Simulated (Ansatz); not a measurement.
# Lattice dynamics of SiGe (model cell, started as CsCl type)

How does SiGe (model cell, started as CsCl type) vibrate, and is this structure a minimum?

Method: DFT LDA, scalar-relativistic, plane waves, PAW, in Ansatz 0.2.0.

The structure was built from a prototype and need not be the compound's stable phase.

## 1. Set-up

It takes space group Pm-3m (No. 221, cubic). Conventional cell: a = 2.978 Å, b = 2.978 Å, c = 2.978 Å, α = 90.00°, β = 90.00°, γ = 90.00°. Ge has 8 Si at 2.58 Å nearest. Nearest to Si lie 8 Ge at 2.58 Å. Farther neighbours are not listed.

## 2. Rough relaxation

The start is far from rest, so a relaxation with loose tolerances brings it close first.

File input.yaml:

```yaml
crystal:
  lattice:
    - [2.9782, 0.0, 0.0]
    - [0.0, 2.9782, 0.0]
    - [0.0, 0.0, 2.9782]
  atoms:
    - { symbol: Ge, position: [0.0, 0.0, 0.0] }
    - { symbol: Si, position: [0.5, 0.5, 0.5] }
kpoints:
  mp_grid: { grid: [6, 6, 6] }
hamiltonian:
  xc: lda
scf:
  occupations: { method: gaussian, width: 0.1 }
output:
  forces: true
  stress: true
  eigenvalues: true
relax:
  adjacent_minimum: "off"
  f_tol: 0.05
  max_steps: 80
  cell: { stress_tol: 0.5 }
```

Run with:

```bash
ansatz run input.yaml --threads 4 --pin off --max-ram 7168MiB --backend cpu --events-out ev --progress --plain --runs-dir out
```

Numbers of over 12 decimals in the logs are rounded to 6 here.

What it wrote:

```text
The last accepted step is kept in <dir> (removed where the run ends without a failure and the disk answers)
Engine: ansatz 0.2.0, aarch64-unknown-linux-gnu
Pseudopotentials: kind: paw
Pseudopotential: Ge, paw, valence charge 14, recommended cutoff 420 eV (normal), Ge.paw.azcp
Pseudopotential: Si, paw, valence charge 4, recommended cutoff 420 eV (normal), Si.paw.azcp
Functional definition: SPW92
  exchange = slater_x
[...]
--- Relaxed structure (4 steps of the walk, 4 accepted, 1 SCFs on fresh bases) ---
  F+E_penalty+E_count = -4823.50774299 eV   max|allowed force component| = 2.630e-31 eV/Å   (the final SCF, on the basis selected at the relaxed cell)
  cell:  # Å, volume = 32.7881 Å³
    - [3.200654, 0, 0]
    - [0, 3.200654, 0.0]
    - [0, 0.0, 3.200654]
  atoms:
    - { symbol: Ge, position: [0, 0, 0] }
    - { symbol: Si, position: [0.500000, 0.500000, 0.500000] }
[key lines of the parts left out:]
SCF converged after 5 iterations
Free energy (F): -4823.507743 eV
Fermi energy:    10.689717 eV
P = ⅓ Tr σ = 0.2382 GPa (2.382 kbar)
```

It took 1.2 s on 4 threads of Arm Neoverse V2, shared host; peak memory 0.29 GiB.

Step by step:

| step | energy less that of the first step (eV) | largest force component (eV/Å) | pressure (GPa) | volume (Å³) |
| --- | --- | --- | --- | --- |
| 1 | 0.0000 | 0.0000 | 28.74 | 26.42 |
| 2 | -0.4253 | 0.0000 | 7.41 | 30.47 |
| 3 | -0.4721 | 0.0000 | 1.68 | 32.18 |
| 4 | -0.4749 | 0.0000 | -0.05 | 32.79 |
| 5* | -0.4806 | 0.0000 | 0.24 | 32.79 |

Relaxation steps marked * repeat the geometry before them on a plane-wave basis chosen anew for their cell, so energy and pressure can jump there.

The run keeps the 48 symmetry operations that it works with, so distortions that break them were not tested.

| conventional cell, symmetrised | before | after | change |
| --- | --- | --- | --- |
| a (Å) | 2.978 | 3.201 | +7.5 % |
| b (Å) | 2.978 | 3.201 | +7.5 % |
| c (Å) | 2.978 | 3.201 | +7.5 % |
| volume (Å³/atom) | 13.21 | 16.39 | +24.1 % |

Final coordinates:

```xyz
2
Lattice="3.2007 0.0000 0.0000 0.0000 3.2007 0.0000 0.0000 0.0000 3.2007" Properties=species:S:1:pos:R:3 pbc="T T T"
Ge    0.0000    0.0000    0.0000
Si    1.6003    1.6003    1.6003
```

Numbers from this step:

- pressure: 0.2382 GPa
- volume per atom: 16.39 Å³
- gap on the k-mesh: 0 eV

In this step the volume went from 13.21 to 16.39 Å³/atom.

## 3. Relaxation

Harmonic phonons are second derivatives at a point where the forces vanish, and they are wanted at zero stress, so atoms and cell are relaxed first.

File input.yaml:

```yaml
crystal:
  lattice:
    - [3.200654383, 0.0, 0.0]
    - [0.0, 3.200654383, 0.0]
    - [0.0, 0.0, 3.200654383]
  atoms:
    - { symbol: Ge, position: [0.0, 0.0, 0.0] }
    - { symbol: Si, position: [0.5, 0.5, 0.5] }
kpoints:
  mp_grid: { grid: [12, 12, 12] }
hamiltonian:
  xc: lda
scf:
  occupations: { method: gaussian, width: 0.1 }
output:
  forces: true
  stress: true
  eigenvalues: true
  write_density: true
  write_potential: true
  elf: true
  volumetric_format: npy
relax:
  adjacent_minimum: "off"
  f_tol: 0.005
  max_steps: 80
  cell: { stress_tol: 0.05 }
```

What it wrote:

```text
[...]
Crystal: 2 atoms, lattice volume = 32.788 Å³
Basis set: ecut = 420 eV, 619 PW (Γ)
Bands: 13, of which v1, the nominal top of the filled ones, is band 9 counted from 1 (8 counted from 0)
Symmetry: 48 space group operations
[...]
k-points: 84 of 1728
[...]
SCF iter   1: F=—  HF=-4823.505577 eV  |F-HF|=—  |Δ(HF+E_count)|=         —  Δρ=4.71e-3  dr2=5.93e-3  ethr=1.77e-3  ⟨swp⟩=5.2  Hψ=13510  notcnv=0  defer=8
[...]
SCF iter   7: F=-4823.502647 eV  HF=-4823.502647 eV  |F-HF|=3.02e-8  |Δ(HF+E_count)|=   1.18e-7  Δρ=8.77e-6  dr2=1.47e-8  ethr=5.56e-10  ⟨swp⟩=10.3  Hψ=8113  notcnv=0
SCF 1 converged in 7 iterations: F = -4823.502647 eV  dr2 = 1.47e-8
[...]
relax step   1: F+E_penalty+E_count = -4823.50264651 eV  Δ(F+E_penalty+E_count) = +0.000e0 eV  max|allowed force component| = 2.938e-31 eV/Å  Δτ_max = 0.0000 Å  P = -1.366 GPa  Ω = 32.788 Å³  (7 SCF iters, dr2 threshold 1.00e-7 eV, accepted)
Crystal: 2 atoms, lattice volume = 32.146 Å³
Bands: 17, of which v1, the nominal top of the filled ones, is band 9 counted from 1 (8 counted from 0)
[...]
SCF iter   4: F=-4823.504835 eV  HF=-4823.504835 eV  |F-HF|=5.97e-9  |Δ(HF+E_count)|=   5.11e-9  Δρ=1.22e-5  dr2=2.62e-8  ethr=1.11e-9  ⟨swp⟩=8.3  Hψ=8655  notcnv=0
SCF 2 converged in 4 iterations: F = -4823.504835 eV  dr2 = 2.62e-8
relax step   2: F+E_penalty+E_count = -4823.50483507 eV  Δ(F+E_penalty+E_count) = -2.189e-3 eV  max|allowed force component| = 3.287e-32 eV/Å  Δτ_max = 0.0000 Å  P = +0.381 GPa  Ω = 32.146 Å³  energy of the carried Pulay correction = +1.530e-4 eV  (4 SCF iters, dr2 threshold 2.00e-7 eV, accepted)
Crystal: 2 atoms, lattice volume = 32.284 Å³
[...]
SCF iter   3: F=-4823.504961 eV  HF=-4823.504961 eV  |F-HF|=3.16e-8  |Δ(HF+E_count)|=   1.79e-8  Δρ=1.43e-5  dr2=5.04e-8  ethr=1.11e-9  ⟨swp⟩=8.1  Hψ=8136  notcnv=0
SCF 3 converged in 3 iterations: F = -4823.504961 eV  dr2 = 5.04e-8
relax step   3: F+E_penalty+E_count = -4823.50496092 eV  Δ(F+E_penalty+E_count) = -1.259e-4 eV  max|allowed force component| = 1.397e-31 eV/Å  Δτ_max = 0.0000 Å  P = -0.010 GPa  Ω = 32.284 Å³  energy of the carried Pulay correction = +1.199e-4 eV  (3 SCF iters, dr2 threshold 2.00e-7 eV, accepted)
[...]
SCF iter   5: F=-4823.504847 eV  HF=-4823.504847 eV  |F-HF|=1.82e-12  |Δ(HF+E_count)|=  3.64e-12  Δρ=9.04e-8  dr2=8.71e-13  ethr=1.00e-12  ⟨swp⟩=5.0  Hψ=4446  notcnv=0
SCF 4 converged in 5 iterations: F = -4823.504847 eV  dr2 = 8.71e-13
relax step   4: F+E_penalty+E_count = -4823.50484712 eV  Δ(F+E_penalty+E_count) = +1.138e-4 eV  max|allowed force component| = 7.190e-32 eV/Å  Δτ_max = 0.0000 Å  P = -0.011 GPa  Ω = 32.284 Å³  stress off target by 1.10e-2 GPa  SCF on the basis re-selected at this cell (its energy is not comparable with the rows above)  (5 SCF iters)
basis re-selected at this cell: Δ(F+E_penalty+E_count) = +1.138e-4 eV, ΔP = -0.001 GPa vs the last step (what re-selecting the basis moved, of the pressure what is left beyond the Pulay correction that the steps carried, after the strain that the cell walked since its last selection, with what the two solves' SCF thresholds leave and, on support functions, any second-order correction that the steps lacked; it is no m [...]
SCF converged after 5 iterations
Free energy (F): -4823.504847 eV
[...]
Internal energy: -4823.502092 eV  (E = F + TS)
E sigma→0 (E₀):  -4823.503470 eV
Entropy (-TS):   -0.002755 eV (-1.377 meV/atom)
Fermi energy:    11.056618 eV
[...]
--- Stress (GPa, compression-positive) ---
       -0.011005      -0.000000      -0.000000
       -0.000000      -0.011005       0.000000
       -0.000000       0.000000      -0.011005
  P = ⅓ Tr σ = -0.0110 GPa (-0.110 kbar)
--- Band table (eV; the first three rows and the last of 84) ---
  k-point 0: bands = [... 5 lower, -2.8381, 10.3424, 10.5747, 10.5747, 10.5747, 14.5620, 14.5620, 21.4864, ... 4 higher]
  k-point 1: bands = [... 5 lower, -2.7372, 8.8651, 10.6738, 10.6738, 11.3778, 14.6556, 15.4954, 20.8765, ... 4 higher]
  k-point 2: bands = [... 5 lower, -2.4346, 7.0415, 10.9703, 10.9703, 11.8892, 14.9352, 17.5766, 19.5624, ... 4 higher]
  k-point 83: bands = [... 5 lower, 5.7327, 7.0185, 8.5420, 8.5420, 8.5420, 8.9296, 8.9296, 8.9296, ... 4 higher]
--- Relaxed structure (3 steps of the walk, 3 accepted, 1 SCFs on fresh bases) ---
[...]
cell:  # Å, volume = 32.2837 Å³
    - [3.184156, 0, 0]
    - [0, 3.184156, 0.0]
    - [0, 0.0, 3.184156]
  atoms:
    - { symbol: Ge, position: [0, 0, 0] }
    - { symbol: Si, position: [0.5, 0.5, 0.5] }
```

Wall time 3 s (4 threads); peak memory 0.35 GiB.

The steps of the relaxation:

| step | energy less that of the first step (eV) | largest force component (eV/Å) | pressure (GPa) | volume (Å³) |
| --- | --- | --- | --- | --- |
| 1 | 0.0000 | 0.0000 | -1.37 | 32.79 |
| 2 | -0.0022 | 0.0000 | 0.38 | 32.15 |
| 3 | -0.0023 | 0.0000 | -0.01 | 32.28 |
| 4* | -0.0022 | 0.0000 | -0.01 | 32.28 |

Relaxation steps marked * repeat the geometry before them on a plane-wave basis chosen anew for their cell, so energy and pressure can jump there.

Forces are held to the 48 operations that the run works with; a distortion that breaks them can't arise in this run.

| conventional cell, symmetrised | before | after | change |
| --- | --- | --- | --- |
| a (Å) | 3.201 | 3.184 | -0.5 % |
| b (Å) | 3.201 | 3.184 | -0.5 % |
| c (Å) | 3.201 | 3.184 | -0.5 % |
| volume (Å³/atom) | 16.39 | 16.14 | -1.5 % |

Final coordinates:

```xyz
2
Lattice="3.1842 0.0000 0.0000 0.0000 3.1842 0.0000 0.0000 0.0000 3.1842" Properties=species:S:1:pos:R:3 pbc="T T T"
Ge    0.0000    0.0000    0.0000
Si    1.5921    1.5921    1.5921
```

Numbers from this step:

```
pressure        : -0.01101 GPa
volume per atom : 16.14 Å³
```

ELF in the ac plane at fractional y = 0.500, with atoms of Si within 0.2 Å of it. It is the smooth field of the valence electrons, not physical close to the nuclei.

Ten even steps from '0' (0.18) to '9' (0.76):
```
0000111111111000
0001234454432100
0013467888764310
0124789888987421
0136898767898631
0147986444689741
0148874565478841
0158864696468851
0148874565478841
0147986444689741
0136898767898631
0124789888987421
0013467888764310
0001234454432100
0000111111111000
0000000000000000
```
Columns run along a (3.2 Å), rows up along c (3.2 Å). Atoms in or near the plane, at fractional coordinates: Si at (0.50, 0.50).

Valence density in the ac plane at fractional y = 0.500, with atoms of Si within 0.2 Å of it. It is the smooth field of the valence electrons, not physical close to the nuclei.

Values in e/Å³, 16 rows by 16 columns:
```
0.13 0.14 0.15 0.15 0.16 0.16 0.17 0.17 0.17 0.17 0.17 0.16 0.16 0.15 0.15 0.14
0.15 0.15 0.16 0.17 0.18 0.20 0.21 0.22 0.22 0.22 0.21 0.20 0.18 0.17 0.16 0.15
0.15 0.15 0.17 0.19 0.22 0.25 0.28 0.30 0.30 0.30 0.28 0.25 0.22 0.19 0.17 0.15
0.15 0.16 0.18 0.22 0.27 0.32 0.36 0.37 0.37 0.37 0.36 0.32 0.27 0.22 0.18 0.16
0.15 0.16 0.20 0.25 0.32 0.38 0.39 0.36 0.34 0.36 0.39 0.38 0.32 0.25 0.20 0.16
0.15 0.17 0.21 0.28 0.36 0.39 0.33 0.25 0.21 0.25 0.33 0.39 0.36 0.28 0.21 0.17
0.15 0.17 0.22 0.30 0.37 0.36 0.25 0.13 0.08 0.13 0.25 0.36 0.37 0.30 0.22 0.17
0.16 0.17 0.22 0.30 0.37 0.34 0.21 0.08 0.03 0.08 0.21 0.34 0.37 0.30 0.22 0.17
0.15 0.17 0.22 0.30 0.37 0.36 0.25 0.13 0.08 0.13 0.25 0.36 0.37 0.30 0.22 0.17
0.15 0.17 0.21 0.28 0.36 0.39 0.33 0.25 0.21 0.25 0.33 0.39 0.36 0.28 0.21 0.17
0.15 0.16 0.20 0.25 0.32 0.38 0.39 0.36 0.34 0.36 0.39 0.38 0.32 0.25 0.20 0.16
0.15 0.16 0.18 0.22 0.27 0.32 0.36 0.37 0.37 0.37 0.36 0.32 0.27 0.22 0.18 0.16
0.15 0.15 0.17 0.19 0.22 0.25 0.28 0.30 0.30 0.30 0.28 0.25 0.22 0.19 0.17 0.15
0.15 0.15 0.16 0.17 0.18 0.20 0.21 0.22 0.22 0.22 0.21 0.20 0.18 0.17 0.16 0.15
0.13 0.14 0.15 0.15 0.16 0.16 0.17 0.17 0.17 0.17 0.17 0.16 0.16 0.15 0.15 0.14
0.12 0.13 0.15 0.15 0.15 0.15 0.15 0.15 0.16 0.15 0.15 0.15 0.15 0.15 0.15 0.13
```
Columns run along a (3.2 Å), rows up along c (3.2 Å). Atoms in or near the plane, at fractional coordinates: Si at (0.50, 0.50).

Electrostatic potential energy in the ac plane at fractional y = 0.500, with atoms of Si within 0.2 Å of it. With pseudopotentials it is smooth inside the atoms' cores, unlike the true potential.

Ten even steps from '_' (-54 eV) to '@' (13 eV):
```
@@@@@@@@@@@@@@@@@@@@@@@@@@@@@@@@
@@@@@@@@@@@@@@@@@@@@@@@@@@@@@@@@
@@@@@@@@@@@@@@%%%%%%@@@@@@@@@@@@
@@@@@@@@@@%%####**####%%@@@@@@@@
@@@@@@@@%%##++------++##%%@@@@@@
@@@@@@@@##++::..__..::++##@@@@@@
@@@@@@%%##--..______..--##%%@@@@
@@@@@@%%**--__________--**%%@@@@
@@@@@@%%##--..______..--##%%@@@@
@@@@@@@@##++::..__..::++##@@@@@@
@@@@@@@@%%##++------++##%%@@@@@@
@@@@@@@@@@%%####**####%%@@@@@@@@
@@@@@@@@@@@@@@%%%%%%@@@@@@@@@@@@
@@@@@@@@@@@@@@@@@@@@@@@@@@@@@@@@
@@@@@@@@@@@@@@@@@@@@@@@@@@@@@@@@
@@@@@@@@@@@@@@@@@@@@@@@@@@@@@@@@
```
Columns run along a (3.2 Å; values clipped at the 3rd and 97th percentile), rows up along c (3.2 Å). Atoms in or near the plane, at fractional coordinates: Si at (0.50, 0.50).

In this step the volume went from 16.39 to 16.14 Å³/atom.

## 4. Tight relaxation

Phonons need a cell at rest on their own settings, so the relaxation is repeated with tight tolerances on forces and stress on the k mesh and occupations of the first response run.

File input.yaml:

```yaml
crystal:
  lattice:
    - [3.1841562469, 0.0, 0.0]
    - [0.0, 3.1841562469, 0.0]
    - [0.0, 0.0, 3.1841562469]
  atoms:
    - { symbol: Ge, position: [0.0, 0.0, 0.0] }
    - { symbol: Si, position: [0.5, 0.5, 0.5] }
kpoints:
  mp_grid: { grid: [12, 12, 12] }
hamiltonian:
  xc: lda
scf:
  occupations: { method: methfessel_paxton, width: 0.15 }
output:
  forces: true
  stress: true
  eigenvalues: true
relax:
  adjacent_minimum: "off"
  f_tol: 0.001
  max_steps: 60
  cell: { stress_tol: 0.01 }
```

What it wrote:

```text
[...]
Crystal: 2 atoms, lattice volume = 32.284 Å³
Basis set: ecut = 420 eV, 619 PW (Γ)
Bands: 13, of which v1, the nominal top of the filled ones, is band 9 counted from 1 (8 counted from 0)
Symmetry: 48 space group operations
[...]
k-points: 84 of 1728
[...]
k-point 83: bands = [... 5 lower, 5.7351, 7.0223, 8.5436, 8.5436, 8.5436, 8.9320, 8.9320, 8.9320, ... 4 higher]
--- Relaxed structure (2 steps of the walk, 2 accepted, 1 SCFs on fresh bases) ---
[...]
cell:  # Å, volume = 32.2779 Å³
    - [3.183968, 0, 0]
    - [0, 3.183968, 0.0]
    - [0, 0.0, 3.183968]
  atoms:
    - { symbol: Ge, position: [0, 0, 0] }
    - { symbol: Si, position: [0.5, 0.5, 0.5] }
[key lines of the parts left out:]
SCF converged after 6 iterations
Free energy (F): -4823.503424 eV
Fermi energy:    11.058484 eV
P = ⅓ Tr σ = 0.0030 GPa (0.030 kbar)
```

It took 2.3 s on 4 threads; peak memory 0.34 GiB; 8 s of CPU time.

Little changed from the start: no atom moved by 0.005 Å and no cell edge by 0.1 %.

This step gave:

| Item | Value |
| --- | --- |
| pressure | 0.002970 GPa |

The forces vanish by symmetry and the pressure is 0.003 GPa, within the tolerances set. The cell now holds 16.14 Å³/atom.

## 5. Linear response at the zone centre

The zone centre comes first: it holds the modes that light can see, as far as symmetry allows. No field response is asked, since the mesh shows no gap.

input.yaml, the sections that differ from step 4:

```yaml
crystal:
  lattice:
    - [3.1839675854, 0.0, 0.0]
    - [0.0, 3.1839675854, 0.0]
    - [0.0, 0.0, 3.1839675854]
  atoms:
    - { symbol: Ge, position: [0.0, 0.0, 0.0] }
    - { symbol: Si, position: [0.5, 0.5, 0.5] }
output:
  eigenvalues: true
phonons:
  method: dfpt
# kpoints, hamiltonian, scf: as in step 4
# relax: removed
```

What it wrote:

```text
[...]
Crystal: 2 atoms, lattice volume = 32.278 Å³
Basis set: ecut = 420 eV, 619 PW (Γ), exchange–correlation on 48×48×48 points (8 copies of the dense FFT grid, shifted against one another)
Bands: 13, of which v1, the nominal top of the filled ones, is band 9 counted from 1 (8 counted from 0)
Symmetry: 48 space group operations
k-points: 196 of 1728 (irreducible under 8 space group operations, time reversal used)
[...]
SCF iter   1: F=—  HF=-4823.506315 eV  |F-HF|=—  |Δ(HF+E_count)|=         —  Δρ=4.79e-3  dr2=5.89e-3  ethr=1.77e-3  ⟨swp⟩=5.2  Hψ=30904  notcnv=0  defer=23
[...]
SCF iter   8: F=-4823.503424 eV  HF=-4823.503424 eV  |F-HF|=1.46e-11  |Δ(HF+E_count)|=   2.33e-9  S|Δr|=    0.00e0  Δρ=1.93e-7  dr2=4.92e-12  ethr=1.00e-12  ⟨swp⟩=7.5  Hψ=18128  notcnv=0
the search or the solves at the SCF's close seem to have found levels that the self-consistency loop had missed (the run counts 2). By its estimate they hold under 1e-12 electrons; where the run keeps them, the occupations were computed again with them
SCF 1 converged in 8 iterations: F = -4823.503424 eV  dr2 = 4.92e-12
[...]
DFPT response loops at Γ: preconditioner auto → Kerker (q_TF=auto, 2.475 Å⁻¹) (partly filled bands, converged f_vac=0.000); β = 1.00, the filter's whole step (`scf.mixing.beta` (0.50) is not read by the response loops under this deck's `scf.mixing.preconditioner`; to damp them name `kerker` or `kerker_dos`, under which they read `scf.mixing.beta`, and type it under 1.00, their step now; both keys bind the ground state too); Broyden in place of MSR1
SCF converged after 8 iterations
[...]
Free energy (F): -4823.503424 eV
[...]
Internal energy: -4823.504033 eV  (E = F + TS)
E sigma→0 (E₀):  -4823.503576 eV
Entropy (-TS):   0.000608 eV (0.304 meV/atom)
Fermi energy:    11.058484 eV
[...]
--- Band table (eV; the first three rows and the last of 196) ---
  k-point 0: bands = [... 5 lower, -2.8371, 10.3466, 10.5772, 10.5772, 10.5772, 14.5644, 14.5644, 21.4911, ... 4 higher]
  k-point 1: bands = [... 5 lower, -2.7362, 8.8680, 10.6763, 10.6763, 11.3813, 14.6580, 15.4980, 20.8810, ... 4 higher]
  k-point 2: bands = [... 5 lower, -2.4335, 7.0440, 10.9728, 10.9728, 11.8929, 14.9376, 17.5796, 19.5664, ... 4 higher]
  k-point 195: bands = [... 5 lower, 5.7351, 7.0223, 8.5436, 8.5436, 8.5436, 8.9320, 8.9320, 8.9320, ... 4 higher]
--- Phonons (Γ-DFPT): 2 representative perturbations + reference, on 196 of 1728 k-points (Σ response iterations 7) ---
  k mesh reduced under 8 symmetry operations, with k and −k counted as one. Each operation leaves every solved perturbation unchanged. A smaller set is not used because it would not reduce the number of displacements times k-points to solve
  ASR residual: 2.873e-5 → 0.000e0 eV/Å²; symmetrization residual: 6.833e-6 eV/Å²
  ASR residual per site (eV/Å²): 2.87e-5 1.32e-5
  Γ frequencies (cm⁻¹): 0.00 0.00 0.00 174.79 174.79 174.79
  non-analytic LO–TO correction: not included (Born effective charges unavailable; polar crystals: no LO–TO splitting at Γ)
```

Elapsed: 6.5 s, on 4 threads; peak memory 0.56 GiB.

This step gave:

| Quantity | Value |
| --- | --- |
| sum-rule residual before enforcement | 2.87e-5 eV/Å² |
| point group | m-3m |
| highest optical mode at the zone centre (no LO-TO term) | 174.8 cm⁻¹ |
| lowest optical zone-centre mode | 174.8 cm⁻¹ |

Patterns of degenerate modes are one choice out of their space. Modes at Γ, with each element's share of the kinetic energy:

| mode | frequency (cm⁻¹) | symmetry | Ge % | Si % |
| --- | --- | --- | --- | --- |
| 1 | 0.0 | acoustic | 72 | 28 |
| 2 | 0.0 | acoustic | 72 | 28 |
| 3 | 0.0 | acoustic | 72 | 28 |
| 4 | 174.8 | T1u | 28 | 72 |
| 5 | 174.8 | T1u | 28 | 72 |
| 6 | 174.8 | T1u | 28 | 72 |

Displacements in mode 6 (174.8 cm⁻¹), the largest set to 1:
```
Ge1  0.00  0.00 -0.39
Si2  0.00  0.00  1.00
```

Before it was imposed, the acoustic sum rule was missed by 2.9e-5 eV/Å². Small misses are needed for a sound result but don't prove that mesh and cutoff are converged. The lowest optical mode is real, 175 cm⁻¹.

(Continued in part 2 of 2.)

[Logs are printed without paths, hosts, clocks, repeated set-up lines and the standing remarks that a program may print on its own settings, such as how far it seeks lower states.]

[Hosts, paths, dates, database ids (printed as entryN), source tags and the programs' standing remarks are cut or masked in the printed files.]
